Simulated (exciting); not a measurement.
# Core excitons at the F K edge of NaF (Villiaumite), part 3 of 3

Aim: the F K absorption edge of NaF (Villiaumite) with the electron–hole interaction treated explicitly, and what each term of the kernel does.

exciting sodium; X-ray absorption, core-level Bethe-Salpeter equation, exchange and statically screened direct term, Tamm-Dancoff, all-electron LAPW+lo PBEsol.

So far. Step 5 (Independent particles): Maxima (height): 6.7 eV (0.88), 13.3 eV (0.54), 16.8 eV (0.26) and 22.2 eV (0.60). The spectrum differs from the singlet run by 97 % r.m.s. Moving the earlier curve by +5.3 eV leaves 51 %. The highest maximum lies at 6.7 eV (0.88), against -0.3 eV (1.00). Step 6 (Exchange alone): Maxima (height): 6.7 eV (0.88), 13.3 eV (0.54), 16.8 eV (0.26) and 22.2 eV (0.60). The spectrum differs from the independent-particle run by 2 % r.m.s.

## 8. Local-field cutoff

Changed against the first singlet run: cutoff of the kernels (bohr⁻¹) from 3 to 1.5.

input.xml reads:

```
<input>
  <title>NaF</title>
  <structure speciespath="." autormt="false" epslat="1.0e-5">
    <crystal>
      <basevect>0.0000000000 4.3841646083 4.3841646083</basevect>
      <basevect>4.3841646083 0.0000000000 4.3841646083</basevect>
      <basevect>4.3841646083 4.3841646083 0.0000000000</basevect>
    </crystal>
    <species speciesfile="Na.xml" rmt="2.240">
      <atom coord="0.0000000000 0.0000000000 0.0000000000"/>
    </species>
    <species speciesfile="F.xml" rmt="2.013">
      <atom coord="0.5000000000 0.5000000000 0.5000000000"/>
    </species>
  </structure>
  <groundstate do="skip" xctype="GGA_PBE_SOL" ngridk="5 5 5" rgkmax="7" gmaxvr="14" nempty="8" swidth="0.001" maxscl="100" epsengy="1e-5"/>
  <xs xstype="BSE" ngridk="6 6 6" ngridq="6 6 6" vkloff="0.097 0.273 0.493" rgkmax="7" nempty="16" gqmax="1.5" lmaxapwwf="5" lmaxemat="2" broad="0.01654" tevout="true">
    <energywindow intv="23.618 25.235" points="439"/>
    <screening screentype="full" nempty="31"/>
    <BSE xas="true" xasspecies="2" xasatom="1" xasedge="K" bsetype="singlet" nstlxas="1 12"/>
    <qpointset>
      <qpoint>0 0 0</qpoint>
    </qpointset>
    <plan>
      <doonly task="xsgeneigvec"/>
      <doonly task="screen"/>
      <doonly task="scrcoulint"/>
      <doonly task="exccoulint"/>
    </plan>
  </xs>
</input>
```

input.xml for the last start (plan only) reads:

```
  <plan>
    <doonly task="bse"/>
  </plan>
```

On the command line:

```
$ OMP_NUM_THREADS=1 mpirun -n 4 exciting
$ OMP_NUM_THREADS=4 exciting
```

Numbers of over 12 decimals in the logs are rounded to 6 here.

The program printed:

```text
| EXCITING SODIUM started for task xsgeneigvec ( 301)                          =
One-shot GS runs for BSE calculations
One-shot GS runs for k+qmt/2 grids
Info(xsgeneigvec): Generating eigenvectors for Q-point      1
Info(xsgeneigvec): Generation of eigenvectors finished
| EXCITING SODIUM started for task screen ( 430)                               =
Info(screenlauncher): Calculating screening for unshifted q-grid.
Info(screenlauncher): Number of q points:      16
Info(screenlauncher): lowest (partially)  unoccupied state:      9
[...]
Info(setup_bse_block): Setting up RR part of hamiltonian
Info(setup_bse_block): Singlet spin state
Info(bse): Diagonalizing RR Hamiltonian (TDA)
Info(bse): Invoking Lapack routine ZHEEVR
      5184 eigen solutions found in the interval:
         i1=       1 i2=    5184
Info(bse): Writing excition energies and oscillator strengths to text file.
Info(makespectrum_dist): Making spectrum using formula for coupling with time reversed AR basis.
Info(makespectrum_dist): Using formalism for vanishing momentum transfer.
Info(writederived): Writing quantities derived from the macroscopic dielectric function.
Info(bselauncher): Spectrum finished for iqmt=  1
Info(bselauncher): All done for BSE type singlet
```

Run time: 4.6 min. Hardware: 4 MPI ranks of Arm Neoverse V1, shared host.

Wall time by task: xsgeneigvec 3.2 s, screen 33 s, scrcoulint 2.4 min, exccoulint 35 s, bse 62 s.

These settings are cheaper. The spectrum differs from the singlet run by 8 % r.m.s. The highest maximum lies at -0.1 eV (0.93), against -0.3 eV (1.00). The kernels miss the short-range part of the Coulomb interaction, its components above their cutoff.

| E (eV) | first run | this run |
| --- | --- | --- |
| -5.0 | 0.02 | 0.02 |
| -4.0 | 0.03 | 0.03 |
| -3.0 | 0.06 | 0.05 |
| -2.0 | 0.13 | 0.11 |
| -1.0 | 0.56 | 0.45 |
| 0.0 | 0.97 | 0.92 |
| 1.0 | 0.82 | 0.85 |
| 2.0 | 0.67 | 0.72 |
| 3.0 | 0.54 | 0.59 |
| 4.0 | 0.39 | 0.43 |
| 5.0 | 0.21 | 0.22 |
| 6.0 | 0.14 | 0.14 |
| 7.0 | 0.18 | 0.19 |
| 8.0 | 0.21 | 0.22 |
| 9.0 | 0.25 | 0.26 |
| 10.0 | 0.40 | 0.40 |
| 11.0 | 0.35 | 0.35 |
| 12.0 | 0.20 | 0.20 |
| 13.0 | 0.15 | 0.15 |
| 14.0 | 0.17 | 0.17 |
| 15.0 | 0.17 | 0.18 |
| 16.0 | 0.19 | 0.20 |
| 17.0 | 0.30 | 0.31 |
| 18.0 | 0.35 | 0.34 |
| 19.0 | 0.27 | 0.25 |
| 20.0 | 0.19 | 0.18 |
| 21.0 | 0.14 | 0.13 |
| 22.0 | 0.10 | 0.10 |
| 23.0 | 0.10 | 0.09 |

## 9. Shipped basis

Changed against the first singlet run: added local orbitals (Ha) from 0.9 to none.

input.xml: that of step 8 with these lines changed.

```diff
@@ -16,4 +16,4 @@
   <groundstate do="skip" xctype="GGA_PBE_SOL" ngridk="5 5 5" rgkmax="7" gmaxvr="14" nempty="8" swidth="0.001" maxscl="100" epsengy="1e-5"/>
-  <xs xstype="BSE" ngridk="6 6 6" ngridq="6 6 6" vkloff="0.097 0.273 0.493" rgkmax="7" nempty="16" gqmax="1.5" lmaxapwwf="5" lmaxemat="2" broad="0.01654" tevout="true">
-    <energywindow intv="23.618 25.235" points="439"/>
+  <xs xstype="BSE" ngridk="6 6 6" ngridq="6 6 6" vkloff="0.097 0.273 0.493" rgkmax="7" nempty="16" gqmax="3" lmaxapwwf="5" lmaxemat="2" broad="0.01654" tevout="true">
+    <energywindow intv="23.620 25.237" points="439"/>
     <screening screentype="full" nempty="31"/>
@@ -25,2 +25,5 @@
       <doonly task="xsgeneigvec"/>
+      <doonly task="writepmatxs"/>
+      <doonly task="scrgeneigvec"/>
+      <doonly task="scrwritepmat"/>
       <doonly task="screen"/>
```

input.xml for the last start (plan only) reads:

```
  <plan>
    <doonly task="bse"/>
  </plan>
```

The program printed:

```text
| EXCITING SODIUM started for task xsgeneigvec ( 301)                          =
One-shot GS runs for BSE calculations
One-shot GS runs for k+qmt/2 grids
Info(xsgeneigvec): Generating eigenvectors for Q-point      1
Info(xsgeneigvec): Generation of eigenvectors finished
| EXCITING SODIUM started for task writepmatxs ( 320)                          =
Info(writepmatxs): Momentum matrix elements finished
| EXCITING SODIUM started for task scrgeneigvec ( 401)                         =
One-shot GS runs for BSE calculations
One-shot GS runs for k+qmt/2 grids
[...]
Info(setup_bse_block): Setting up RR part of hamiltonian
Info(setup_bse_block): Singlet spin state
Info(bse): Diagonalizing RR Hamiltonian (TDA)
Info(bse): Invoking Lapack routine ZHEEVR
      5184 eigen solutions found in the interval:
         i1=       1 i2=    5184
Info(bse): Writing excition energies and oscillator strengths to text file.
Info(makespectrum_dist): Making spectrum using formula for coupling with time reversed AR basis.
Info(makespectrum_dist): Using formalism for vanishing momentum transfer.
Info(writederived): Writing quantities derived from the macroscopic dielectric function.
Info(bselauncher): Spectrum finished for iqmt=  1
Info(bselauncher): All done for BSE type singlet
```

It took 8 min on 4 MPI ranks.

Against the singlet run the r.m.s. difference is 19 %. The highest maximum lies at -0.3 eV (0.87), against -0.3 eV (1.00). The first bright state moves from -0.80 to -0.76 eV. The lowest bare transition of this run lies at 0.25 eV, against 0.19. The linearised basis grows poor far above its energy parameter.

| E (eV) | first run | this run |
| --- | --- | --- |
| -5.0 | 0.02 | 0.02 |
| -4.0 | 0.03 | 0.03 |
| -3.0 | 0.06 | 0.05 |
| -2.0 | 0.13 | 0.11 |
| -1.0 | 0.56 | 0.46 |
| 0.0 | 0.97 | 0.85 |
| 1.0 | 0.82 | 0.72 |
| 2.0 | 0.67 | 0.58 |
| 3.0 | 0.54 | 0.47 |
| 4.0 | 0.39 | 0.34 |
| 5.0 | 0.21 | 0.19 |
| 6.0 | 0.14 | 0.11 |
| 7.0 | 0.18 | 0.14 |
| 8.0 | 0.21 | 0.16 |
| 9.0 | 0.25 | 0.18 |
| 10.0 | 0.40 | 0.26 |
| 11.0 | 0.35 | 0.28 |
| 12.0 | 0.20 | 0.16 |
| 13.0 | 0.15 | 0.10 |
| 14.0 | 0.17 | 0.11 |
| 15.0 | 0.17 | 0.11 |
| 16.0 | 0.19 | 0.12 |
| 17.0 | 0.30 | 0.16 |
| 18.0 | 0.35 | 0.21 |
| 19.0 | 0.27 | 0.23 |
| 20.0 | 0.19 | 0.15 |
| 21.0 | 0.14 | 0.12 |
| 22.0 | 0.10 | 0.08 |
| 23.0 | 0.10 | 0.06 |

## 10. From independent particles to the full kernel

| level | curve passes 0.15 (eV) | highest maximum (eV) | its height |
| --- | --- | --- | --- |
| IP | 2.5 | 6.7 | 0.88 |
| RPA | 2.6 | 6.7 | 0.88 |
| singlet | -1.8 | -0.3 | 1.00 |

| E (eV) | IP | RPA | singlet |
| --- | --- | --- | --- |
| -5.0 | 0.01 | 0.01 | 0.02 |
| -4.0 | 0.01 | 0.01 | 0.03 |
| -3.0 | 0.01 | 0.01 | 0.06 |
| -2.0 | 0.01 | 0.01 | 0.13 |
| -1.0 | 0.01 | 0.01 | 0.56 |
| 0.0 | 0.03 | 0.02 | 0.97 |
| 1.0 | 0.06 | 0.06 | 0.82 |
| 2.0 | 0.12 | 0.11 | 0.67 |
| 3.0 | 0.19 | 0.19 | 0.54 |
| 4.0 | 0.27 | 0.27 | 0.39 |
| 5.0 | 0.36 | 0.35 | 0.21 |
| 6.0 | 0.56 | 0.54 | 0.14 |
| 7.0 | 0.79 | 0.79 | 0.18 |
| 8.0 | 0.31 | 0.31 | 0.21 |
| 9.0 | 0.22 | 0.22 | 0.25 |
| 10.0 | 0.20 | 0.20 | 0.40 |
| 11.0 | 0.20 | 0.19 | 0.35 |
| 12.0 | 0.28 | 0.28 | 0.20 |
| 13.0 | 0.50 | 0.50 | 0.15 |
| 14.0 | 0.40 | 0.41 | 0.17 |
| 15.0 | 0.26 | 0.26 | 0.17 |
| 16.0 | 0.22 | 0.23 | 0.19 |
| 17.0 | 0.25 | 0.25 | 0.30 |
| 18.0 | 0.17 | 0.17 | 0.35 |
| 19.0 | 0.18 | 0.18 | 0.27 |
| 20.0 | 0.26 | 0.26 | 0.19 |
| 21.0 | 0.41 | 0.41 | 0.14 |
| 22.0 | 0.59 | 0.59 | 0.10 |
| 23.0 | 0.45 | 0.46 | 0.10 |

## 11. What came out

- absorber and edge: F K, atom 2
- surroundings: 6 Na at 2.32 Å (octahedral, site symmetry m-3m)
- first bright state: -0.80 eV from the Kohn–Sham onset, on this mesh
- highest maximum: -0.3 eV
- cost of the BSE run: 8.6 min on 4 MPI ranks of Arm Neoverse V1, shared host; the last task ran on as many threads

What this shows: Is a core exciton bound? Yes on this mesh: the first bright state (over 5 % of the brightest) lies at -0.80 eV from the Kohn–Sham onset and at -0.99 eV from the lowest bare transition of its own mesh; weaker or dark states reach down to -2.17 eV. Changing the half width (eV) from 0.45 to 1.35 alters the spectrum by 26 % r.m.s. Changing the added local orbitals (Ha) from 0.9 to none alters the spectrum by 19 % r.m.s. Exchange alone changes the independent-particle spectrum by 1.5 % r.m.s. A mesh of 216 points doesn't converge binding energies. The kernel cutoff is low for a compact core orbital, so the effect of exchange is a lower bound. The zero comes from the unshifted 5×5×5 ground-state mesh; it is exact only where the band minimum lies on that mesh. The Kohn–Sham onset, 655 eV, is no photon energy: the scale needs a rigid shift. No quasiparticle correction widens the gap or stretches the bands. Vibrations and energy-dependent lifetimes are left out. The structure is a published determination, not relaxed.

[Banner, clock and machine lines of the logs are left out without a mark of their own.]

[Logs are printed without paths, hosts, clocks, repeated set-up lines and the standing remarks that a program may print on its own settings, such as how far it seeks lower states.]

[Hosts, paths, dates, database ids (printed as entryN), source tags and the programs' standing remarks are cut or masked in the printed files.]
